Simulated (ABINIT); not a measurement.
## CaGaSiH (P3m1): a self-consistent loop beyond G0W0, cycle by cycle

Aim: iterate the self-energy on CaGaSiH (P3m1) and follow the gap from cycle to cycle.

Method: LDA and many-body steps on it, plane waves, in ABINIT 10.8.3.

**1. The structure**

The structure is trigonal, space group P3m1 (No. 156). The conventional cell has a = 4.091 Å, b = 4.091 Å, c = 4.763 Å, α = 90.00°, β = 90.00°, γ = 120.00°. Nearest to Ca lie 3 H at 2.39 Å and 3 Si at 3.14 Å and 3 Ga at 3.17 Å. Nearest to Ga lie 1 H at 1.75 Å and 3 Si at 2.43 Å. Nearest to Si lie 3 Ga at 2.43 Å and 3 Ca at 3.14 Å. Nearest to H lie 1 Ga at 1.75 Å and 3 Ca at 2.39 Å. Farther neighbours are not listed.

As a file:

```cif
data_structure
_symmetry_space_group_name_H-M 'P3m1'
_symmetry_Int_Tables_number 156
_cell_length_a 4.0911
_cell_length_b 4.0911
_cell_length_c 4.7628
_cell_angle_alpha 90.000
_cell_angle_beta 90.000
_cell_angle_gamma 120.000
_cell_volume 69.04
loop_
_atom_site_label
_atom_site_type_symbol
_atom_site_symmetry_multiplicity
_atom_site_Wyckoff_symbol
_atom_site_fract_x
_atom_site_fract_y
_atom_site_fract_z
_atom_site_occupancy
Ca1 Ca 1 b 0.33333 0.66667 0.00000 1
Ga1 Ga 1 a 0.00000 0.00000 0.55680 1
Si1 Si 1 c 0.66667 0.33333 0.43370 1
H1 H 1 a 0.00000 0.00000 0.92500 1
```

The cell and positions come from the Crystallography Open Database and are kept as given unless a step says otherwise.

**2. Empty states on the mesh, 3×3×2 mesh, 69 bands**

This step: ABINIT 10.8.3; DFT, LDA, plane waves, norm-conserving pseudopotentials.

The sums over transitions need many empty states on a uniform mesh; this step solves for them.

Contents of run.abi:

```
acell 3*1.0 Angstrom
rprim 
  4.091099999987 0.000000000003 0.000000000000
  -2.045549999996 3.542996529410 0.000000000000
  0.000000000000 0.000000000000 4.762800000000
ntypat 4
znucl 20 31 14 1
natom 4
typat 1 2 3 4
xred 
  0.333333333333 0.666666666667 0.000000000000
  -0.000000000000 0.000000000000 0.556800000000
  0.666666666667 0.333333333333 0.433700000000
  -0.000000000000 0.000000000000 0.925000000000
pp_dirpath "pseudos"
pseudos "Ca.upf, Ga.upf, Si.upf, H.upf"
ecut 45
ngkpt 3 3 2
nshiftk 1
shiftk 0 0 0
kptopt 1
chksymbreak 0
iscf -2
irdden 1
istwfk *1
nband 69
nbdbuf 6
tolwfr 1e-09
nstep 60
prtvol 0
indata_prefix "in"
outdata_prefix "out"
tmpdata_prefix "tmp"
```

The run is started by

```
OMP_NUM_THREADS=1 mpirun -n 4 abinit run.abi > log
```

Numbers of over 12 decimals in the logs are rounded to 6 here.

The program printed:

```text
.Version 10.8.3 of ABINIT. v10.8.2 released Aug 2026.

 Symmetries : space group P3 m 1 (#156); Bravais hP (primitive hexag.)
[... echo of the input left out ...]
== DATASET  1 ==================================================================
-   mpi_nproc: 4, omp_nthreads: 1 (-1 if OMP is not activated)

--- !DatasetInfo
iteration_state: {dtset: 1, }
dimensions: {natom: 4, nkpt: 6, mband: 69, nsppol: 1, nspinor: 1, nspden: 1, mpw: 6732, }
cutoff_energies: {ecut:  45.0, pawecutdg:  -1.0, }
[...]
1.15892    1.19532    1.26073    1.26073    1.27359    1.27359    1.32202    1.34324
   1.37728    1.37728    1.40388    1.40388    1.44785    1.45117    1.45117    1.46164
   1.46348    1.50945    1.50945    1.53437    1.53440
 prteigrs : prtvol=0 or 1, do not print more k-points.

== END DATASET(S) ==============================================================
================================================================================

 -outvars: echo values of variables after computation  --------
            nband          69
             nkpt           6
          spgroup         156
 [... the other variables as echoed above ...]

 Calculation completed.
```

Run time: 20 s. Hardware: 4 MPI ranks of Arm Neoverse V2, shared host; peak memory 0.34 GiB.

Numbers from this step:

```yaml
gap: 0.3078 eV
k_of_the_valence_top: 0, 0, 0.5
k_of_the_conduction_bottom: 0.3333, 0.3333, 0
least_direct_gap: 1.210 eV
k_points_computed: 6
lowest_point_of_the_top_converged_band_above_the_valence_top: 33.30 eV
```

On this mesh the gap is 0.308 eV.

The density comes from a self-consistent run that is not shown.

**3. Screening, 3×3×2 mesh, 63 bands, screening to 106.1 eV**

The RPA dielectric matrix is built and inverted for each q.

This step: RPA screening on LDA, plane waves, norm-conserving pseudopotentials.

run.abi, as its differences from that of step 2:

```diff
@@ -22,10 +22,11 @@
 chksymbreak 0
-iscf -2
-irdden 1
 istwfk *1
-nband 69
-nbdbuf 6
-tolwfr 1e-09
-nstep 60
-prtvol 0
+occopt 1
+irdwfk 1
+optdriver 3
+nband 63
+ecuteps 3.9
+inclvkb 2
+awtr 1
+symchi 1
 indata_prefix "in"
```

The program printed:

```text
.Version 10.8.3 of ABINIT. v10.8.2 released Aug 2026.

 Symmetries : space group P3 m 1 (#156); Bravais hP (primitive hexag.)
[... echo of the input left out ...]
== DATASET  1 ==================================================================
-   mpi_nproc: 4, omp_nthreads: 1 (-1 if OMP is not activated)

--- !DatasetInfo
iteration_state: {dtset: 1, }
dimensions: {natom: 4, nkpt: 6, mband: 63, nsppol: 1, nspinor: 1, nspden: 1, mpw: 6732, }
cutoff_energies: {ecut:  45.0, pawecutdg:  -1.0, }
electrons: {nelect:   3.60000000E+01, charge:   0.00000000E+00, occopt:   1.00000000E+00, tsmear:   1.00000000E-02, }

 SCREENING: Calculation of the susceptibility and dielectric matrices

 Based on a program developped by R.W. Godby, V. Olevano, G. Onida, and L. Reining.
 Incorporated in ABINIT by V. Olevano, G.-M. Rignanese, and M. Torrent.
.Using double precision arithmetic ; gwpc =  8

[... cell and pseudopotentials left out ...]
--------------------------------------------------------------------------------

 ==== K-mesh for the wavefunctions ====
 Number of points in the irreducible wedge :     6
[... list of points left out ...]
 Together with  6 symmetry operations and time-reversal symmetry
 yields    18 points in the full Brillouin Zone.

 ==== Q-mesh for the screening function ====
 Number of points in the irreducible wedge :     6
[... list of points left out ...]
 Together with  6 symmetry operations and time-reversal symmetry
 yields    18 points in the full Brillouin Zone.

 setmesh: FFT mesh size selected  =    27x   27x   36
          total number of points  =        26244

 vcoul_init : cutoff-mode = AUXILIARY_FUNCTION
 q-points for optical limit:   1
     1)      0.000010    0.000020    0.000030

- screening: taking advantage of time-reversal symmetry
- Maximum band index for partially occupied states nbvw = 18
- Remaining bands to be divided among processors   nbcw = 45
- Number of bands treated by each node ~11

 Number of electrons calculated from density =   36.0000; Expected =   36.0000
 average of density, n =  0.077274
 r_s =    1.4564
 omega_plasma =   26.8146 [eV]

 calculating chi0 at frequencies [eV] :
  1    0.000000E+00    0.000000E+00
  2    0.000000E+00    2.681464E+01

--------------------------------------------------------------------------------
  q-point number  1        q = ( 0.000000, 0.000000, 0.000000) [r.l.u.]
--------------------------------------------------------------------------------
[... chi0 elements left out ...]
 For q-point:  0.000010 0.000020 0.000030
  dielectric constant =  35.7281
  dielectric constant without local fields =  39.6962

  Average fulfillment of the sum rule on Im[epsilon] for q-point    1 :     34.84  [%]
[... wings left out ...]
  q-point number  2        q = ( 0.333333, 0.000000, 0.000000) [r.l.u.]
--------------------------------------------------------------------------------
[... chi0 elements left out ...]
  Average fulfillment of the sum rule on Im[epsilon] for q-point    2 :     40.20  [%]

 [... 4 further q-points ...]
```

Wall time 11 s (4 MPI ranks); peak memory 0.75 GiB.

Numbers from this step:

| Item | Value |
| --- | --- |
| ε∞ with local fields, on this mesh, along the program's q direction | 35.73 |
| the same without local fields | 39.70 |
| plasma frequency | 26.81 eV |
| plane waves in the screening matrix | 159 |

Local fields lower ε∞ by 10 %. On a Γ-centred mesh this coarse the value itself is usually too large, while a short band sum pulls it down.

**4. G0W0**

The self-energy is evaluated for the states that the input lists, and the levels follow from it, in one-shot runs by the linearised quasiparticle equation.

This step: G0W0 on LDA, plane waves, norm-conserving pseudopotentials.

run.abi, as its differences from that of step 3:

```diff
@@ -25,8 +25,19 @@
 irdwfk 1
-optdriver 3
+optdriver 4
 nband 63
+gwcalctyp 0
+ecutsigx 45
+symsigma 1
+nkptgw 3
+kptgw 
+  0.0000000000 0.0000000000 0.5000000000
+  0.3333333333 0.3333333333 0.0000000000
+  0.0000000000 0.0000000000 0.0000000000
+bdgw 
+  16 21
+  17 20
+  17 21
 ecuteps 3.9
-inclvkb 2
-awtr 1
-symchi 1
+irdscr 1
+ppmodel 1
 indata_prefix "in"
```

The program printed:

```text
.Version 10.8.3 of ABINIT. v10.8.2 released Aug 2026.

 Symmetries : space group P3 m 1 (#156); Bravais hP (primitive hexag.)
[... echo of the input left out ...]
== DATASET  1 ==================================================================
-   mpi_nproc: 4, omp_nthreads: 1 (-1 if OMP is not activated)

--- !DatasetInfo
iteration_state: {dtset: 1, }
dimensions: {natom: 4, nkpt: 6, mband: 63, nsppol: 1, nspinor: 1, nspden: 1, mpw: 6732, }
cutoff_energies: {ecut:  45.0, pawecutdg:  -1.0, }
electrons: {nelect:   3.60000000E+01, charge:   0.00000000E+00, occopt:   1.00000000E+00, tsmear:   1.00000000E-02, }

 SIGMA: Calculation of the GW corrections

 Based on a program developped by R.W. Godby, V. Olevano, G. Onida, and L. Reining.
 Incorporated in ABINIT by V. Olevano, G.-M. Rignanese, and M. Torrent.
.Using double precision arithmetic ; gwpc =  8

[... cell and pseudopotentials left out ...]
--------------------------------------------------------------------------------

 ==== K-mesh for the wavefunctions ====
 Number of points in the irreducible wedge :     6
[... list of points left out ...]
 Together with  6 symmetry operations and time-reversal symmetry
 yields    18 points in the full Brillouin Zone.

 ==== Q-mesh for screening function ====
 Number of points in the irreducible wedge :     6
[... list of points left out ...]
 Together with  6 symmetry operations and time-reversal symmetry
 yields    18 points in the full Brillouin Zone.

 vcoul_init : cutoff-mode = AUXILIARY_FUNCTION
 q-points for optical limit:   1
     1)      0.000010    0.000020    0.000030
 setmesh: FFT mesh size selected  =    45x   45x   60
          total number of points  =       121500

 Number of electrons calculated from density =   36.0000; Expected =   36.0000
 average of density, n =  0.077274
 r_s =    1.4564
 omega_plasma =   26.8146 [eV]

 === KS Band Gaps ===
  >>>> For spin  1
   Minimum direct gap =   1.2101 [eV], located at k-point      :   0.0000  0.0000  0.5000
   Fundamental gap    =   0.3078 [eV], Top of valence bands at :   0.0000  0.0000  0.5000
                                       Bottom of conduction at :   0.3333  0.3333  0.0000
 SIGMA fundamental parameters:
 PLASMON POLE MODEL  1
 number of plane-waves for SigmaX                 6717
 number of plane-waves for SigmaC and W            159
 number of plane-waves for wavefunctions          6717
 number of bands                                    63
 number of independent spin polarizations            1
 number of spinorial components                      1
 number of k-points in IBZ                           6
 number of q-points in IBZ                           6
 number of symmetry operations                       6
 number of k-points in BZ                           18
 number of q-points in BZ                           18
 number of frequencies for dSigma/dE                 9
 frequency step for dSigma/dE [eV]                0.25
 number of omega for Sigma on real axis              0
 max omega for Sigma on real axis  [eV]           0.00
 zcut for avoiding poles [eV]                     0.10

 EPSILON^-1 parameters (SCR file):
 dimension of the eps^-1 matrix on file            159
 dimension of the eps^-1 matrix used               159
 number of plane-waves for wavefunctions          6717
 number of bands                                    63
 number of q-points in IBZ                           6
 number of frequencies                               2
 number of real frequencies                          1
 number of imag frequencies                          1

 matrix elements of self-energy operator (all in [eV])

 Perturbative Calculation

--- !SelfEnergy_ee
iteration_state: {dtset: 1, }
kpoint     : [   0.000,    0.000,    0.500, ]
spin       : 1
KS_gap     :    1.210
QP_gap     :    2.055
Delta_QP_KS:    0.845
data: !SigmaeeData |
     Band     E0 <VxcDFT>   SigX SigC(E0)      Z dSigC/dE  Sig(E)    E-E0       E
       16   5.770 -11.950 -13.342   1.461   0.777  -0.286 -11.897   0.054   5.824
       17   5.770 -11.950 -13.342   1.461   0.777  -0.286 -11.897   0.054   5.824
       18   6.122 -11.190 -12.229   1.033   0.776  -0.289 -11.194  -0.004   6.117
       19   7.332 -12.465  -7.466  -3.918   0.777  -0.286 -11.625   0.840   8.172
       20   7.379 -12.147  -6.988  -3.811   0.784  -0.275 -11.090   1.057   8.436
       21   7.379 -12.147  -6.988  -3.811   0.784  -0.275 -11.090   1.057   8.436

--- !SelfEnergy_ee
iteration_state: {dtset: 1, }
kpoint     : [   0.333,    0.333,    0.000, ]
spin       : 1
KS_gap     :    1.331
QP_gap     :    2.025
Delta_QP_KS:    0.694
data: !SigmaeeData |
     Band     E0 <VxcDFT>   SigX SigC(E0)      Z dSigC/dE  Sig(E)    E-E0       E
[...]
--- !SelfEnergy_ee
iteration_state: {dtset: 1, }
kpoint     : [   0.000,    0.000,    0.000, ]
spin       : 1
KS_gap     :    1.808
QP_gap     :    2.318
Delta_QP_KS:    0.510
data: !SigmaeeData |
     Band     E0 <VxcDFT>   SigX SigC(E0)      Z dSigC/dE  Sig(E)    E-E0       E
[...]
19   7.015 -11.327  -6.741  -3.724   0.781  -0.280 -10.653   0.674   7.689
       20   8.904 -11.262  -6.289  -4.069   0.780  -0.282 -10.556   0.706   9.609
       21   8.904 -11.262  -6.289  -4.069   0.780  -0.282 -10.556   0.706   9.609

== END DATASET(S) ==============================================================
================================================================================

 -outvars: echo values of variables after computation  --------
           etotal      0.0000000000E+00
            nband          63
             nkpt           6
          spgroup         156
 [... the other variables as echoed above ...]

 Calculation completed.
```

Wall time 5.7 s (4 MPI ranks); peak memory 0.58 GiB; 22 s of CPU time.

Numbers from this step:

| Property | Result |
| --- | --- |
| G0W0 gap on the points computed | 1.094 eV |
| starting gap on the mesh | 0.3078 eV |
| k of the valence top | 0, 0, 0.5 |
| k of the conduction bottom | 0.3333, 0.3333, 0 |
| Z at the valence top | 0.776 |
| Z at the conduction bottom | 0.787 |
| least direct G0W0 gap on the computed points | 2.025 eV |

The gap on the mesh goes from 0.31 eV to 1.09 eV, a correction of +0.79 eV.

**5. evGW0, cycle 1**

This step: evGW0 on LDA, plane waves, norm-conserving pseudopotentials.

run.abi, as its differences from that of step 4:

```diff
@@ -27,14 +27,20 @@
 nband 63
-gwcalctyp 0
+gwcalctyp 10
 ecutsigx 45
 symsigma 1
-nkptgw 3
+nkptgw 6
 kptgw 
+  0.0000000000 0.0000000000 0.0000000000
+  0.3333333333 0.0000000000 0.0000000000
+  0.3333333333 0.3333333333 0.0000000000
   0.0000000000 0.0000000000 0.5000000000
-  0.3333333333 0.3333333333 0.0000000000
-  0.0000000000 0.0000000000 0.0000000000
+  0.3333333333 0.0000000000 0.5000000000
+  0.3333333333 0.3333333333 0.5000000000
 bdgw 
-  16 21
-  17 20
-  17 21
+  14 23
+  14 23
+  14 23
+  14 23
+  14 23
+  14 23
 ecuteps 3.9
```

The program printed:

```text
.Version 10.8.3 of ABINIT. v10.8.2 released Aug 2026.

 Symmetries : space group P3 m 1 (#156); Bravais hP (primitive hexag.)
[... echo of the input left out ...]
== DATASET  1 ==================================================================
-   mpi_nproc: 4, omp_nthreads: 1 (-1 if OMP is not activated)

--- !DatasetInfo
iteration_state: {dtset: 1, }
dimensions: {natom: 4, nkpt: 6, mband: 63, nsppol: 1, nspinor: 1, nspden: 1, mpw: 6732, }
cutoff_energies: {ecut:  45.0, pawecutdg:  -1.0, }
electrons: {nelect:   3.60000000E+01, charge:   0.00000000E+00, occopt:   1.00000000E+00, tsmear:   1.00000000E-02, }

 SIGMA: Calculation of the GW corrections

 Based on a program developped by R.W. Godby, V. Olevano, G. Onida, and L. Reining.
 Incorporated in ABINIT by V. Olevano, G.-M. Rignanese, and M. Torrent.
.Using double precision arithmetic ; gwpc =  8

[... cell and pseudopotentials left out ...]
--------------------------------------------------------------------------------

 ==== K-mesh for the wavefunctions ====
 Number of points in the irreducible wedge :     6
[... list of points left out ...]
 Together with  6 symmetry operations and time-reversal symmetry
 yields    18 points in the full Brillouin Zone.

 ==== Q-mesh for screening function ====
 Number of points in the irreducible wedge :     6
[... list of points left out ...]
 Together with  6 symmetry operations and time-reversal symmetry
 yields    18 points in the full Brillouin Zone.

 vcoul_init : cutoff-mode = AUXILIARY_FUNCTION
 q-points for optical limit:   1
     1)      0.000010    0.000020    0.000030
 setmesh: FFT mesh size selected  =    45x   45x   60
          total number of points  =       121500

 Number of electrons calculated from density =   36.0000; Expected =   36.0000
[...]
KS_gap     :    2.932
QP_gap     :    3.581
Delta_QP_KS:    0.649
data: !SigmaeeData |
     Band     E_DFT   <VxcDFT>   E(N-1)  <Hhartree>   SigX  SigC[E(N-1)]    Z     dSigC/dE  Sig[E(N)]  DeltaE  E(N)_pert E(N)_diago
[...]
--- !SelfEnergy_ee
iteration_state: {dtset: 1, }
kpoint     : [   0.333,    0.333,    0.500, ]
spin       : 1
KS_gap     :    3.394
QP_gap     :    4.070
Delta_QP_KS:    0.675
data: !SigmaeeData |
     Band     E_DFT   <VxcDFT>   E(N-1)  <Hhartree>   SigX  SigC[E(N-1)]    Z     dSigC/dE  Sig[E(N)]  DeltaE  E(N)_pert E(N)_diago
[...]
22     9.765   -14.569     9.765    24.334    -7.090    -5.110     0.765    -0.306   -12.756     1.814    11.578    12.134
       23    10.230   -14.374    10.230    24.604    -7.222    -4.979     0.763    -0.311   -12.716     1.658    11.888    12.404

 New Fermi energy :        2.486480E-01 Ha ,    6.766056E+00 eV

 === QP Band Gaps ===
  >>>> For spin  1
   Minimum direct gap =   2.2104 [eV], located at k-point      :   0.3333  0.3333  0.0000
   Fundamental gap    =   1.3004 [eV], Top of valence bands at :   0.0000  0.0000  0.5000
                                       Bottom of conduction at :   0.3333  0.0000  0.0000

 writing QP data on file : out_QPS

 Convergence of QP corrections
 >>>>> For spin  1 <<<<<
.  kptgw no:  1; Maximum DeltaE = (   0.000   0.000) for band index:  9
.  kptgw no:  2; Maximum DeltaE = (   0.706  -0.000) for band index: 10
.  kptgw no:  3; Maximum DeltaE = (   0.058  -0.000) for band index:  8
.  kptgw no:  4; Maximum DeltaE = (   0.782  -0.000) for band index:  9
.  kptgw no:  5; Maximum DeltaE = (   1.057  -0.000) for band index: 10
.  kptgw no:  6; Maximum DeltaE = (   0.631   0.000) for band index:  9

== END DATASET(S) ==============================================================
================================================================================

 -outvars: echo values of variables after computation  --------
           etotal      0.0000000000E+00
            nband          63
             nkpt           6
          spgroup         156
 [... the other variables as echoed above ...]

 Calculation completed.
```

The job ended after 17 s (4 MPI ranks; peak memory 1.1 GiB; 68 s of CPU time).

This step gave:

| Property | Result |
| --- | --- |
| quasiparticle gap on the mesh | 1.300 eV |
| gap of the density functional on the mesh | 0.3078 eV |
| k of the valence top | 0, 0, 0.5 |
| k of the conduction bottom | 0.3333, 0, 0 |
| Z at the valence top | 0.776 |
| Z at the conduction bottom | 0.787 |
| least direct quasiparticle gap on the computed points | 2.211 eV |

Against G0W0 in ABINIT (3×3×2 mesh, 63 bands, screening to 106.1 eV, Godby-Needs plasmon pole), the gap moves by +0.206 eV. This first cycle still uses the starting levels; it takes the full correction, at all points of the mesh, and its linearised value is 1.094 eV.

[end of part 1 of 3]

[Paths, hosts, dates, memory and timing lines, banners, echoed tables and standing remarks are left out of the program output.]

[Logs are printed without paths, hosts, clocks, repeated set-up lines and the standing remarks that a program may print on its own settings, such as how far it seeks lower states.]

[Runs of the session that timed out or met a known fault of the program may be left out.]

[Hosts, paths, dates, database ids (printed as entryN), source tags and the programs' standing remarks are cut or masked in the printed files.]

[G0W0 gaps are taken among the corrected bands and points alone; a level outside them can change the order at an edge.]

[Where Ansatz stands beside ABINIT at settings called matched, ABINIT's density can come from a denser mesh and the files from another edition; pairs whose starting gaps differed by over 0.03 eV were left out, so agreement reads better than it is.]
